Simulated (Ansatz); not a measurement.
## A hypothetical structure for LuTi3B

Starting from a made-up structure for LuTi3B, the aim is the relaxed cell, its shortest contacts and, where a second run follows, its electronic structure.

Program: Ansatz 0.2.0. Level of theory: DFT, PBEsol, plane-wave PAW, files of the set soft_1, scalar-relativistic, no spin, cell and ions relaxed at zero pressure; PAW set soft_1. Results are calculated unless marked as measured.

## 1. The structure

It takes space group Pm-3m (No. 221, cubic). The conventional cell has a = 4.233 Å, b = 4.233 Å, c = 4.233 Å, α = 90.00°, β = 90.00°, γ = 90.00°. Lu has 12 Ti at 2.99 Å nearest. Nearest to Ti lie 2 B at 2.12 Å and 4 Lu at 2.99 Å and 8 Ti at 2.99 Å. Nearest to B lie 6 Ti at 2.12 Å. Farther neighbours are not listed.

Structure file:

```cif
data_structure
_symmetry_space_group_name_H-M 'P 1'
_symmetry_Int_Tables_number 1
_cell_length_a 4.2330
_cell_length_b 4.2330
_cell_length_c 4.2330
_cell_angle_alpha 90.000
_cell_angle_beta 90.000
_cell_angle_gamma 90.000
_cell_volume 75.85
loop_
_atom_site_label
_atom_site_type_symbol
_atom_site_fract_x
_atom_site_fract_y
_atom_site_fract_z
_atom_site_occupancy
Lu1 Lu 0.00000 0.00000 0.00000 1
Ti2 Ti 0.50000 0.00000 0.50000 1
Ti3 Ti 0.50000 0.50000 0.00000 1
Ti4 Ti 0.00000 0.50000 0.50000 1
B5 B 0.50000 0.50000 0.50000 1
```

## 2. Relaxation of the guess

The guessed cell has no reason to be at equilibrium. It is relaxed with the atoms, within the space group of the guess.

The input, input.yaml:

```yaml
crystal:
  lattice:
    - [4.233, 0.0, 0.0]
    - [0.0, 4.233, 0.0]
    - [0.0, 0.0, 4.233]
  atoms:
    - { symbol: Lu, position: [0.0, 0.0, 0.0] }
    - { symbol: Ti, position: [0.5, 0.0, 0.5] }
    - { symbol: Ti, position: [0.5, 0.5, 0.0] }
    - { symbol: Ti, position: [0.0, 0.5, 0.5] }
    - { symbol: B, position: [0.5, 0.5, 0.5] }
kpoints:
  mp_grid: { grid: [6, 6, 6] }
scf:
  occupations: { method: fermi_dirac, width: 0.05 }
hamiltonian:
  xc: pbesol
  pseudopotentials: { kind: paw, azcp: { folder: soft_1 }, xc_functional: pbe }
relax:
  f_tol: 0.015
  max_steps: 70
  cell: {}
output:
  forces: true
  stress: true
```

The run is started by

```bash
> ansatz run input.yaml --threads 4 --pin off --max-ram 8192MiB --backend cpu --events-out ev --progress --plain --runs-dir out
```

Numbers of over 12 decimals in the logs are rounded to 6 here.

What it wrote:

```text
Engine: ansatz 0.2.0, x86_64-unknown-linux-gnu
Pseudopotentials: kind: paw
Pseudopotential: Lu, paw, valence charge 25, recommended cutoff 420 eV (normal), soft_1/Lu.paw.azcp
Pseudopotential: Ti, paw, valence charge 12, recommended cutoff 420 eV (normal), soft_1/Ti.paw.azcp
Pseudopotential: B, paw, valence charge 3, recommended cutoff 420 eV (normal), soft_1/B.paw.azcp
Functional definition: PBEsol
  exchange = pbesol_x
  correlation = pbesol_c
Crystal: 5 atoms, lattice volume = 75.848 Å³
Basis set: ecut = 420 eV, 1503 PW (Γ), exchange–correlation on 60×60×60 points (8 copies of the dense FFT grid, shifted against one another)
Bands: 39, of which v1, the nominal top of the filled ones, is band 32 counted from 1 (31 counted from 0)
Symmetry: 48 space group operations
Space group: Pm-3m (ITA 221), of the structure as read, at distance tolerance 4.2e-5 Å
k-points: 20 of 216
Non-local potential: Lu, projectors of the file, l = 0: 3, l = 1: 2, l = 2: 2, l = 3: 3
Non-local potential: Ti, projectors of the file, l = 0: 3, l = 1: 2, l = 2: 3, l = 3: 1
Non-local potential: B, projectors of the file, l = 0: 2, l = 1: 2, l = 2: 1
PAW form: soft (Blöchl's): semilocal exchange-correlation on the pseudo side does not see the compensation charge
PAW frozen core: Lu, regenerated for the run's functional, and the local potential with it (the file was generated under x = pbe(κ = 0.804, μ = 0.219515), c = pbe(β = 0.066725))
PAW frozen core: Ti, regenerated for the run's functional, and the local potential with it (the file was generated under x = pbe(κ = 0.804, μ = 0.219515), c = pbe(β = 0.066725))
PAW frozen core: B, regenerated for the run's functional, and the local potential with it (the file was generated under x = pbe(κ = 0.804, μ = 0.219515), c = pbe(β = 0.066725))
PAW one-centre angular grid: Lu, 590 points (default); XC on 64 Gauss nodes
PAW one-centre angular grid: Ti, 590 points (default); XC on 64 Gauss nodes
PAW one-centre angular grid: B, 110 points (default); XC on 64 Gauss nodes
Initial density: superposition of atomic densities (chi_scale 0.1, normalization cell, long waves kept (reshape's long-wave potential 0.00 eV rms))
Initial wavefunctions: pseudopotential atomic-orbital guess
Functional: x = pbesol(κ = 0.804, μ = 0.123457), c = pbesol(β = 0.046)
SCF iter   1: F=—  HF=-22189.568000 eV  |F-HF|=—  |Δ(HF+E_count)|=         —  Δρ=1.03e-1  dr2=1.37e1  ethr=3.10e-3  ⟨swp⟩=6.1  Hψ=3220  notcnv=0
preconditioner: auto → Kerker (q_TF=auto, 2.652 Å⁻¹)  [metal: Δε(μ)=0.041 eV  Ē_g=8.471 eV  σ=0.050 eV  W_gap=0.20  n_scr=26 (ndim 8)  ℏωp=26.3 eV  f_vac=0.000  D(μ)=6.69/eV (n_scr^D=80)]
SCF iter   2: F=—  HF=-22186.597060 eV  |F-HF|=—  |Δ(HF+E_count)|=    2.97e0  Δρ=3.83e-2  dr2=2.47e0  ethr=3.10e-3  ⟨swp⟩=4.0  Hψ=1875  notcnv=0  defer=8
SCF iter   3: F=—  HF=-22186.031892 eV  |F-HF|=—  |Δ(HF+E_count)|=   5.65e-1  Δρ=1.04e-2  dr2=1.15e-1  ethr=3.10e-3  ⟨swp⟩=3.0  Hψ=1440  notcnv=0  defer=5
SCF iter   4: F=—  HF=-22186.044402 eV  |F-HF|=—  |Δ(HF+E_count)|=   1.25e-2  Δρ=7.76e-3  dr2=3.17e-2  ethr=1.80e-4  ⟨swp⟩=3.8  Hψ=2141  notcnv=0  defer=2
SCF iter   5: F=—  HF=-22186.008177 eV  |F-HF|=—  |Δ(HF+E_count)|=   3.62e-2  Δρ=1.96e-3  dr2=4.65e-3  ethr=4.96e-5  ⟨swp⟩=3.0  Hψ=2023  notcnv=0  defer=3
SCF iter   6: F=—  HF=-22186.006212 eV  |F-HF|=—  |Δ(HF+E_count)|=   1.96e-3  Δρ=6.11e-4  dr2=3.15e-4  ethr=7.27e-6  ⟨swp⟩=2.4  Hψ=1511  notcnv=0  defer=3
SCF iter   7: F=—  HF=-22186.006130 eV  |F-HF|=—  |Δ(HF+E_count)|=   8.21e-5  Δρ=1.38e-4  dr2=1.78e-5  ethr=4.93e-7  ⟨swp⟩=2.3  Hψ=1456  notcnv=0  defer=3
SCF iter   8: F=—  HF=-22186.006043 eV  |F-HF|=—  |Δ(HF+E_count)|=   8.68e-5  Δρ=3.54e-5  dr2=8.58e-7  ethr=2.78e-8  ⟨swp⟩=2.5  Hψ=1510  notcnv=0  defer=3
SCF iter   9: F=—  HF=-22186.006043 eV  |F-HF|=—  |Δ(HF+E_count)|=   3.56e-7  Δρ=2.17e-5  dr2=6.22e-7  ethr=1.56e-10  ⟨swp⟩=7.3  Hψ=4294  notcnv=0
SCF iter  10: F=-22186.006043 eV  HF=-22186.006043 eV  |F-HF|=3.40e-8  |Δ(HF+E_count)|=   1.94e-7  Δρ=5.88e-6  dr2=4.42e-8  ethr=1.56e-10  ⟨swp⟩=4.7  Hψ=4063  notcnv=0
SCF 1 converged in 10 iterations: F = -22186.006043 eV  dr2 = 4.42e-8
  greatest PAW one-centre occupation: 0.998 electrons in one spin orbital (limit 2), on the Ti atom at site 2 (counted from 0), in its partial waves of l = 0
relax step   1: F+E_penalty+E_count = -22186.00604307 eV  Δ(F+E_penalty+E_count) = +0.000e0 eV  max|allowed force component| = 1.511e-28 eV/Å  Δτ_max = 0.0000 Å  P = +16.136 GPa  Ω = 75.848 Å³  (10 SCF iters, dr2 threshold 1.00e-7 eV, accepted)
Crystal: 5 atoms, lattice volume = 86.740 Å³
Basis set: ecut = 420 eV, 1743 PW (Γ), exchange–correlation on 60×60×60 points (8 copies of the dense FFT grid, shifted against one another)
Initial density: handed on by an earlier stage of this run
Initial wavefunctions: those handed on with the density
iter 1 solved again at ethr=1.25e-3 eV; its pass at ethr=3.10e-3 eV (dr2=7.99e-1 eV) is discarded
SCF iter   1: F=—  HF=-22186.611232 eV  |F-HF|=—  |Δ(HF+E_count)|=         —  Δρ=2.11e-2  dr2=8.05e-1  ethr=1.25e-3  ⟨swp⟩=2.0  Hψ=6221  notcnv=0
preconditioner: auto → Kerker (q_TF=auto, 2.593 Å⁻¹)  [metal: Δε(μ)=0.010 eV  Ē_g=4.194 eV  σ=0.050 eV  W_gap=0.05  n_scr=26 (ndim 8)  ℏωp=22.6 eV  f_vac=0.000  D(μ)=13.63/eV (n_scr^D=250)]
SCF iter   2: F=—  HF=-22186.483903 eV  |F-HF|=—  |Δ(HF+E_count)|=   1.27e-1  Δρ=8.14e-3  dr2=1.44e-1  ethr=1.25e-3  ⟨swp⟩=2.8  Hψ=1295  notcnv=0
SCF iter   3: F=—  HF=-22186.462309 eV  |F-HF|=—  |Δ(HF+E_count)|=   2.16e-2  Δρ=2.68e-3  dr2=8.51e-3  ethr=2.25e-4  ⟨swp⟩=3.2  Hψ=1707  notcnv=0
SCF iter   4: F=—  HF=-22186.456247 eV  |F-HF|=—  |Δ(HF+E_count)|=   6.06e-3  Δρ=1.33e-3  dr2=1.39e-3  ethr=1.33e-5  ⟨swp⟩=3.0  Hψ=1927  notcnv=0
SCF iter   5: F=—  HF=-22186.455935 eV  |F-HF|=—  |Δ(HF+E_count)|=   3.11e-4  Δρ=3.26e-4  dr2=8.04e-5  ethr=2.17e-6  ⟨swp⟩=3.1  Hψ=1945  notcnv=0
SCF iter   6: F=—  HF=-22186.456030 eV  |F-HF|=—  |Δ(HF+E_count)|=   9.44e-5  Δρ=1.67e-4  dr2=2.80e-5  ethr=1.26e-7  ⟨swp⟩=3.0  Hψ=1793  notcnv=0
SCF iter   7: F=—  HF=-22186.456019 eV  |F-HF|=—  |Δ(HF+E_count)|=   1.06e-5  Δρ=3.09e-5  dr2=1.29e-6  ethr=4.37e-8  ⟨swp⟩=3.4  Hψ=1744  notcnv=0
SCF iter   8: F=-22186.456019 eV  HF=-22186.456019 eV  |F-HF|=1.08e-7  |Δ(HF+E_count)|=   3.03e-7  Δρ=2.21e-5  dr2=2.27e-7  ethr=7.81e-10  ⟨swp⟩=6.9  Hψ=4362  notcnv=0
SCF 2 converged in 8 iterations: F = -22186.456019 eV  dr2 = 2.27e-7
  greatest PAW one-centre occupation: 0.999 electrons in one spin orbital (limit 2), on the Ti atom at site 2 (counted from 0), in its partial waves of l = 0
relax step   2: F+E_penalty+E_count = -22186.45601877 eV  Δ(F+E_penalty+E_count) = -4.500e-1 eV  max|allowed force component| = 3.997e-29 eV/Å  Δτ_max = 0.0000 Å  P = -1.192 GPa  Ω = 86.740 Å³  energy of the carried Pulay correction = -3.950e-3 eV  (8 SCF iters, dr2 threshold 5.00e-7 eV, accepted)
Crystal: 5 atoms, lattice volume = 85.892 Å³
iter 1 solved again at ethr=5.87e-6 eV; its pass at ethr=3.10e-3 eV (dr2=3.76e-3 eV) is discarded
SCF iter   1: F=—  HF=-22186.460564 eV  |F-HF|=—  |Δ(HF+E_count)|=         —  Δρ=1.45e-3  dr2=3.71e-3  ethr=5.87e-6  ⟨swp⟩=3.2  Hψ=4834  notcnv=0
preconditioner: auto → Kerker (q_TF=auto, 2.598 Å⁻¹)  [metal: Δε(μ)=0.023 eV  Ē_g=4.205 eV  σ=0.050 eV  W_gap=0.11  n_scr=26 (ndim 8)  ℏωp=22.7 eV  f_vac=0.000  D(μ)=11.85/eV (n_scr^D=178)]
SCF iter   2: F=—  HF=-22186.459919 eV  |F-HF|=—  |Δ(HF+E_count)|=   6.45e-4  Δρ=5.66e-4  dr2=6.80e-4  ethr=5.80e-6  ⟨swp⟩=2.0  Hψ=1119  notcnv=0
SCF iter   3: F=—  HF=-22186.459811 eV  |F-HF|=—  |Δ(HF+E_count)|=   1.08e-4  Δρ=1.98e-4  dr2=3.83e-5  ethr=1.06e-6  ⟨swp⟩=2.5  Hψ=1451  notcnv=0
SCF iter   4: F=—  HF=-22186.459895 eV  |F-HF|=—  |Δ(HF+E_count)|=   8.33e-5  Δρ=1.06e-4  dr2=9.37e-6  ethr=5.99e-8  ⟨swp⟩=3.1  Hψ=1906  notcnv=0
SCF iter   5: F=—  HF=-22186.459891 eV  |F-HF|=—  |Δ(HF+E_count)|=   3.60e-6  Δρ=2.97e-5  dr2=1.14e-6  ethr=1.46e-8  ⟨swp⟩=3.1  Hψ=1619  notcnv=0
SCF iter   6: F=-22186.459891 eV  HF=-22186.459891 eV  |F-HF|=1.88e-7  |Δ(HF+E_count)|=   2.28e-7  Δρ=1.46e-5  dr2=2.49e-7  ethr=7.81e-10  ⟨swp⟩=6.3  Hψ=4084  notcnv=0
SCF 3 converged in 6 iterations: F = -22186.459891 eV  dr2 = 2.49e-7
  greatest PAW one-centre occupation: 0.999 electrons in one spin orbital (limit 2), on the Ti atom at site 1 (counted from 0), in its partial waves of l = 0
relax step   3: F+E_penalty+E_count = -22186.45989074 eV  Δ(F+E_penalty+E_count) = -3.872e-3 eV  max|allowed force component| = 1.625e-29 eV/Å  Δτ_max = 0.0000 Å  P = -0.155 GPa  Ω = 85.892 Å³  energy of the carried Pulay correction = -3.661e-3 eV  (6 SCF iters, dr2 threshold 5.00e-7 eV, accepted)
Crystal: 5 atoms, lattice volume = 85.766 Å³
iter 1 solved again at ethr=1.38e-7 eV; its pass at ethr=3.10e-3 eV (dr2=8.80e-5 eV) is discarded
SCF iter   1: F=—  HF=-22186.459918 eV  |F-HF|=—  |Δ(HF+E_count)|=         —  Δρ=2.17e-4  dr2=8.65e-5  ethr=1.38e-7  ⟨swp⟩=3.2  Hψ=4681  notcnv=0
preconditioner: auto → Kerker (q_TF=auto, 2.598 Å⁻¹)  [metal: Δε(μ)=0.027 eV  Ē_g=4.203 eV  σ=0.050 eV  W_gap=0.13  n_scr=26 (ndim 8)  ℏωp=22.7 eV  f_vac=0.000  D(μ)=12.05/eV (n_scr^D=178)]
SCF iter   2: F=—  HF=-22186.460003 eV  |F-HF|=—  |Δ(HF+E_count)|=   8.51e-5  Δρ=8.94e-5  dr2=1.73e-5  ethr=1.35e-7  ⟨swp⟩=2.0  Hψ=1115  notcnv=0
SCF iter   3: F=—  HF=-22186.459994 eV  |F-HF|=—  |Δ(HF+E_count)|=   9.10e-6  Δρ=3.09e-5  dr2=9.15e-7  ethr=2.70e-8  ⟨swp⟩=2.5  Hψ=1409  notcnv=0
SCF iter   4: F=—  HF=-22186.459994 eV  |F-HF|=—  |Δ(HF+E_count)|=   3.35e-7  Δρ=1.69e-5  dr2=2.41e-7  ethr=1.43e-9  ⟨swp⟩=3.1  Hψ=1892  notcnv=0
iter 5 did not close the SCF: its close was put off for the readings that it lacked (scf_convergence_deferred on its scf_iter line)
SCF iter   5: F=-22186.459994 eV  HF=-22186.459994 eV  |F-HF|=3.09e-8  |Δ(HF+E_count)|=   1.10e-7  Δρ=5.89e-6  dr2=3.93e-8  ethr=3.76e-10  ⟨swp⟩=3.1  Hψ=1611  notcnv=0
SCF iter   6: F=-22186.459994 eV  HF=-22186.459994 eV  |F-HF|=6.87e-9  |Δ(HF+E_count)|=   1.09e-8  Δρ=2.64e-6  dr2=8.99e-9  ethr=6.14e-11  ⟨swp⟩=5.0  Hψ=4600  notcnv=0
SCF 4 converged in 6 iterations: F = -22186.459994 eV  dr2 = 8.99e-9
  greatest PAW one-centre occupation: 0.999 electrons in one spin orbital (limit 2), on the Ti atom at site 3 (counted from 0), in its partial waves of l = 0
relax step   4: F+E_penalty+E_count = -22186.45999368 eV  Δ(F+E_penalty+E_count) = -1.029e-4 eV  max|allowed force component| = 6.403e-30 eV/Å  Δτ_max = 0.0000 Å  P = +0.002 GPa  Ω = 85.766 Å³  energy of the carried Pulay correction = -3.618e-3 eV  (6 SCF iters, dr2 threshold 6.02e-8 eV, accepted)
Initial wavefunctions: pseudopotential atomic-orbital guess (no wavefunctions were taken with the density)
iter 1 solved again at ethr=1.04e-7 eV; its pass at ethr=3.10e-3 eV (dr2=6.66e-5 eV) is discarded
SCF iter   1: F=—  HF=-22186.464443 eV  |F-HF|=—  |Δ(HF+E_count)|=         —  Δρ=2.10e-4  dr2=3.89e-6  ethr=1.04e-7  ⟨swp⟩=5.2  Hψ=6330  notcnv=0
preconditioner: auto → Kerker (q_TF=auto, 2.598 Å⁻¹)  [metal: Δε(μ)=0.027 eV  Ē_g=4.202 eV  σ=0.050 eV  W_gap=0.13  n_scr=26 (ndim 8)  ℏωp=22.7 eV  f_vac=0.000  D(μ)=12.08/eV (n_scr^D=178)]
SCF iter   2: F=—  HF=-22186.464532 eV  |F-HF|=—  |Δ(HF+E_count)|=   8.89e-5  Δρ=1.31e-4  dr2=4.94e-6  ethr=6.07e-9  ⟨swp⟩=3.0  Hψ=1767  notcnv=0
SCF iter   3: F=—  HF=-22186.464531 eV  |F-HF|=—  |Δ(HF+E_count)|=   1.02e-6  Δρ=8.26e-5  dr2=8.84e-7  ethr=6.07e-9  ⟨swp⟩=3.0  Hψ=1451  notcnv=0
SCF iter   4: F=—  HF=-22186.464532 eV  |F-HF|=—  |Δ(HF+E_count)|=   6.92e-7  Δρ=1.51e-5  dr2=3.43e-8  ethr=1.38e-9  ⟨swp⟩=2.0  Hψ=1389  notcnv=0
SCF iter   5: F=—  HF=-22186.464532 eV  |F-HF|=—  |Δ(HF+E_count)|=   4.04e-8  Δρ=3.85e-6  dr2=2.18e-9  ethr=5.36e-11  ⟨swp⟩=3.0  Hψ=1697  notcnv=0
SCF iter   6: F=—  HF=-22186.464532 eV  |F-HF|=—  |Δ(HF+E_count)|=   3.77e-9  Δρ=8.56e-7  dr2=4.98e-10  ethr=3.40e-12  ⟨swp⟩=3.0  Hψ=1756  notcnv=0
SCF iter   7: F=—  HF=-22186.464532 eV  |F-HF|=—  |Δ(HF+E_count)|=  1.82e-11  Δρ=1.64e-7  dr2=1.51e-11  ethr=1.00e-12  ⟨swp⟩=5.8  Hψ=4909  notcnv=0
SCF iter   8: F=-22186.464532 eV  HF=-22186.464532 eV  |F-HF|=3.64e-12  |Δ(HF+E_count)|=  1.82e-11  Δρ=4.94e-8  dr2=2.15e-12  ethr=1.00e-12  ⟨swp⟩=5.3  Hψ=3340  notcnv=0
SCF 5 converged in 8 iterations: F = -22186.464532 eV  dr2 = 2.15e-12
relax step   5: F+E_penalty+E_count = -22186.46453182 eV  Δ(F+E_penalty+E_count) = -4.538e-3 eV  max|allowed force component| = 1.053e-29 eV/Å  Δτ_max = 0.0000 Å  P = +0.038 GPa  Ω = 85.766 Å³  stress off target by 3.80e-2 GPa  SCF on the basis re-selected at this cell (its energy is not comparable with the rows above)  (8 SCF iters)
basis re-selected at this cell: Δ(F+E_penalty+E_count) = -4.538e-3 eV, ΔP = +0.036 GPa vs the last step (what re-selecting the basis moved, of the pressure what is left beyond the Pulay correction that the steps carried, after the strain that the cell walked since its last selection, with what the two solves' SCF thresholds leave and, on support functions, any second-order correction that the steps lacked; it is no m [...]
SCF converged after 8 iterations
Free energy (F): -22186.464532 eV
Harris-Foulkes:  -22186.464532 eV  (|F-HF|=3.64e-12)
Internal energy: -22186.366904 eV  (E = F + TS)
E sigma→0 (E₀):  -22186.415718 eV
Entropy (-TS):   -0.097627 eV (-19.525 meV/atom)
Fermi energy:    13.095184 eV
--- Per-component energies (eV) ---
  E_band       = -454.940018
  E_kinetic    = 1308.093103
  E_local      = -9655.156399  (includes V_loc(G=0)·N_el)
  E_nonlocal   = 879.492998
  E_hartree    = 3991.454115
  E_xc         = -584.023894
  E_vxc        = -724.706003  (∫ρ·V_xc dr)
  E_paw        = -10426.152070  (= ΣΔE_a)
  E_vpaw       = -245.571825  (= ΣTr[D̂ρ^β])
  E_aug_tail   = -0.000237  (compensation charges beyond the density's cutoff)
  E_ewald      = -7701.699270
  E_core_change = 1.624749  (= ΣΔE_core)
  E_smearing   = -0.097627  (= −TS)
  E_closure    = 0.000000  (closes the sum)
  Σ components = -22186.464532   (vs F -22186.464532, Δ=0.00e0)
--- Forces (eV/Å), atoms counted from 1 ---
  atom   1  Lu     0.00000000     0.00000000     0.00000000
  atom   2  Ti     0.00000000     0.00000000     0.00000000
  atom   3  Ti     0.00000000     0.00000000    -0.00000000
  atom   4  Ti     0.00000000     0.00000000    -0.00000000
  atom   5  B      0.00000000     0.00000000     0.00000000
  max |Σ_I F_I| component: 1.57e-29 eV/Å
--- Stress (GPa, compression-positive) ---
        0.037978       0.000000      -0.000000
        0.000000       0.037978      -0.000000
       -0.000000      -0.000000       0.037978
  P = ⅓ Tr σ = 0.0380 GPa (0.380 kbar)
--- Relaxed structure (4 steps of the walk, 4 accepted, 1 SCFs on fresh bases) ---
  F+E_penalty+E_count = -22186.46453182 eV   max|allowed force component| = 1.053e-29 eV/Å   (the final SCF, on the basis selected at the relaxed cell)
  cell:  # Å, volume = 85.7662 Å³
    - [4.410001, 0, 0]
    - [0, 4.410001, 0]
    - [0, 0, 4.410001]
  atoms:
    - { symbol: Lu, position: [0, 0, 0] }
    - { symbol: Ti, position: [0.5, 0, 0.5] }
    - { symbol: Ti, position: [0.5, 0.5, 0] }
    - { symbol: Ti, position: [0, 0.5, 0.5] }
    - { symbol: B, position: [0.5, 0.5, 0.5] }
```

Elapsed: 14 s, on 4 threads of Intel Xeon Platinum 8259CL at 2.50GHz (Skylake/Cascade Lake), shared host; peak memory 0.71 GiB; 35 s of CPU time.

Relaxation path:

```csv
step,energy less that of the first step (eV),largest force component (eV/Å),pressure (GPa),volume (Å³)
1,0.0000,0.0000,16.14,75.85
2,-0.4500,0.0000,-1.19,86.74
3,-0.4538,0.0000,-0.16,85.89
4,-0.4540,0.0000,0.00,85.77
5*,-0.4585,0.0000,0.04,85.77
```

Relaxation steps marked * repeat the geometry before them on a plane-wave basis chosen anew for their cell, so energy and pressure can jump there.

The run keeps the 48 symmetry operations that it works with, so distortions that break them were not tested.

```csv
"conventional cell, symmetrised",before,after,change
a (Å),4.233,4.410,+4.2 %
b (Å),4.233,4.410,+4.2 %
c (Å),4.233,4.410,+4.2 %
volume (Å³/atom),15.17,17.15,+13.1 %
```

Final coordinates:

```cif
data_structure
_symmetry_space_group_name_H-M 'P 1'
_symmetry_Int_Tables_number 1
_cell_length_a 4.4100
_cell_length_b 4.4100
_cell_length_c 4.4100
_cell_angle_alpha 90.000
_cell_angle_beta 90.000
_cell_angle_gamma 90.000
_cell_volume 85.77
loop_
_atom_site_label
_atom_site_type_symbol
_atom_site_fract_x
_atom_site_fract_y
_atom_site_fract_z
_atom_site_occupancy
Lu1 Lu 0.00000 0.00000 0.00000 1
Ti2 Ti 0.50000 0.00000 0.50000 1
Ti3 Ti 0.50000 0.50000 0.00000 1
Ti4 Ti 0.00000 0.50000 0.50000 1
B5 B 0.50000 0.50000 0.50000 1
```

This step gave:

```
free energy             : -22186.4645 eV
energy at zero smearing : -22186.4157 eV
smearing term TS        : 0.09763 eV
Fermi energy            : 13.10 eV
electrons               : 64
symmetry operations     : 48
pressure                : 0.03798 GPa
```

The shortest distance of each pair, which need not be the same contact before and after:

```csv
pair,guess (Å),relaxed (Å)
B–Ti,2.116,2.205
Lu–Ti,2.993,3.118
Ti–Ti,2.993,3.118
B–Lu,3.666,3.819
Lu–Lu,4.233,4.410
```

The relaxation ends with a pressure of 0.04 GPa.

## 3. Summary of results

```json
{
 "space group, relaxed": "Pm-3m",
 "conventional cell": "a = 4.410, b = 4.410, c = 4.410 Å; α = 90.0°, β = 90.0°, γ = 90.0°",
 "volume per atom": "17.15 Å³ (guess 15.17)"
}
```

In words: LuTi3B relaxes to Pm-3m with a = 4.410, b = 4.410 and c = 4.410 Å. The guessed volume was 12 % too small. The space group Pm-3m was held in the relaxation, so the end point is a stationary structure within it and may be a saddle against distortions or other arrangements. Mesh and cutoff weren't tested. Spin-orbit coupling is left out, which can matter for elements this heavy. No dispersion term is used, so weakly bound directions may come out too long. The runs have no spin, and magnetism wasn't tested. Nothing here tests whether the compound is stable against decomposition.

[Logs are printed without paths, hosts, clocks, repeated set-up lines and the standing remarks that a program may print on its own settings, such as how far it seeks lower states.]

[Hosts, paths, dates, database ids (printed as entryN), source tags and the programs' standing remarks are cut or masked in the printed files.]
